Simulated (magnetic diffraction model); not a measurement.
## Which magnetic order? Nd3InRh3

Space group Cmcm (no. 63), a = 4.4000 Å, b = 10.6140 Å, c = 13.5970 Å.

| site | atom | x | y | z |
| --- | --- | --- | --- | --- |
| 4c | Nd | 1/2 | 0.0017 | 3/4 |
| 8f | Nd | 1/2 | 0.2952 | 0.9011 |
| 4b | In | 1/2 | 0 | 0 |
| 4c | Rh | 0 | 0.2006 | 3/4 |
| 8f | Rh | 0 | 0.0820 | 0.8956 |

This is a made-up structure (elements placed in a structure type, unrelaxed), so the numbers test the method and describe no known phase.

Only Nd is taken to order (form factors of Nd3+); orders and moment sizes are assumed, and not adapted to the symmetry. Radiation: neutrons of λ = 2.52 Å, 5° to 65°; isotropic B of 0.44 Å² (Nd), 0.69 Å² (In) and 0.68 Å² (Rh). Simulated constant-wavelength pattern: nuclear and magnetic terms add, the magnetic one as |2.695 fm × Σ f S⊥ exp(2πi Q·r) exp(−B s²)|², summed over all Q at one angle with the factor 1/(sin²θ cos θ). For collinear order S is the moment m, which repeats by lattice and centring translations R with the sign exp(−2πi k·R). Free-ion form factors, Sears's scattering lengths of 1992, no absorption; a label names one of the reflections at its angle. The strongest nuclear line in the range is 100, and lines under 0.2 are left out.

Above the ordering temperature:

```tsv
2θ (°)	index	I
21.36	(0 0 2)	0.8
29.53	(0 2 1)	8.1
35.06	(0 2 2)	0.6
36.12	(1 1 0)	4.8
42.34	(1 1 2)	11.9
42.89	(0 2 3)	0.8
43.51	(0 0 4)	1.9
49.21	(1 1 3)	54.5
52.23	(0 2 4)	17.4
54.38	(1 3 0)	86.1
55.59	(1 3 1)	18.7
56.70	(0 4 0)	11.2
57.79	(1 1 4)	100.0
57.87	(0 4 1)	8.6
59.09	(1 3 2)	4.3
61.29	(0 4 2)	2.2
62.75	(0 2 5)	0.3
64.67	(1 3 3)	99.5
```

Below it (cell unchanged):

```
2θ (°)      I
 21.36    1.4
 27.47    2.4
 29.53   11.1
 35.06   13.2
 36.12    6.4
 37.76   18.0
 42.34   25.9
 42.89    4.5
 43.51    2.3
 49.21   76.5
 52.23   28.8
 54.38  105.1
 55.59   21.7
 56.70   15.2
 57.79  109.0
 57.87   11.3
 59.09    5.6
 61.29    3.2
 62.75    0.3
 64.67  105.9
```

**Question.** Find the propagation vector, then choose among these models:
A. collinear moments along [001], 2.4 μB on Nd; signs + at (1/2, 0.0017, 3/4), + at (0, 0.4983, 1/4), − at (1/2, 0.2952, 0.9011), − at (0, 0.2048, 0.0989), − at (1/2, 0.2952, 0.5989), − at (0, 0.2048, 0.4011)
B. collinear moments along [001], 2.4 μB on Nd; signs + at (1/2, 0.0017, 3/4), + at (0, 0.4983, 1/4), + at (1/2, 0.2952, 0.9011), + at (0, 0.2048, 0.0989), + at (1/2, 0.2952, 0.5989), + at (0, 0.2048, 0.4011)
C. collinear moments along [111], 2.4 μB on Nd; signs + at (1/2, 0.0017, 3/4), + at (0, 0.4983, 1/4), − at (1/2, 0.2952, 0.9011), − at (0, 0.2048, 0.0989), − at (1/2, 0.2952, 0.5989), − at (0, 0.2048, 0.4011)
D. collinear moments along [111], 2.4 μB on Nd; signs + at (1/2, 0.0017, 3/4), + at (0, 0.4983, 1/4), + at (1/2, 0.2952, 0.9011), + at (0, 0.2048, 0.0989), + at (1/2, 0.2952, 0.5989), + at (0, 0.2048, 0.4011)

No line moves, and magnetic intensity falls on nuclear lines such as the one at 49.21°; new lines at (0 2 0) have whole indices that obey the lattice centring, at places with no nuclear intensity to speak of, so the magnetic cell equals the chemical primitive cell: k = 0.

Magnetic intensity, observed (below minus above) and for each model:

| 2θ (°) | index | observed | A | B | C | D |
| --- | --- | --- | --- | --- | --- | --- |
| 21.36 | (0 0 2) | 0.7 | <0.2 | <0.2 | 14.5 | 0.7 |
| 27.47 | (0 2 0) | 2.4 | 56.2 | 3.7 | 36.2 | 2.4 |
| 35.06 | (0 2 2) | 12.7 | 1.2 | 14.1 | 1.1 | 12.7 |
| 36.12 | (1 1 0) | 1.6 | 21.9 | 1.7 | 19.6 | 1.6 |
| 43.51 | (0 0 4) | 0.4 | <0.2 | <0.2 | 8.6 | 0.4 |
| 52.23 | (0 2 4) | 11.4 | 0.1 | 6.8 | 0.2 | 11.4 |
| 54.38 | (1 3 0) | 19.0 | 1.0 | 25.0 | 0.8 | 19.0 |
| 59.09 | (1 3 2) | 1.3 | 12.8 | 1.5 | 10.6 | 1.3 |

Model D matches.

The structure used: k = (0 0 0), collinear moments along [111], 2.4 μB on Nd; signs + at (1/2, 0.0017, 3/4), + at (0, 0.4983, 1/4), + at (1/2, 0.2952, 0.9011), + at (0, 0.2048, 0.0989), + at (1/2, 0.2952, 0.5989), + at (0, 0.2048, 0.4011).

[Logs are printed without paths, hosts, clocks, repeated set-up lines and the standing remarks that a program may print on its own settings, such as how far it seeks lower states.]
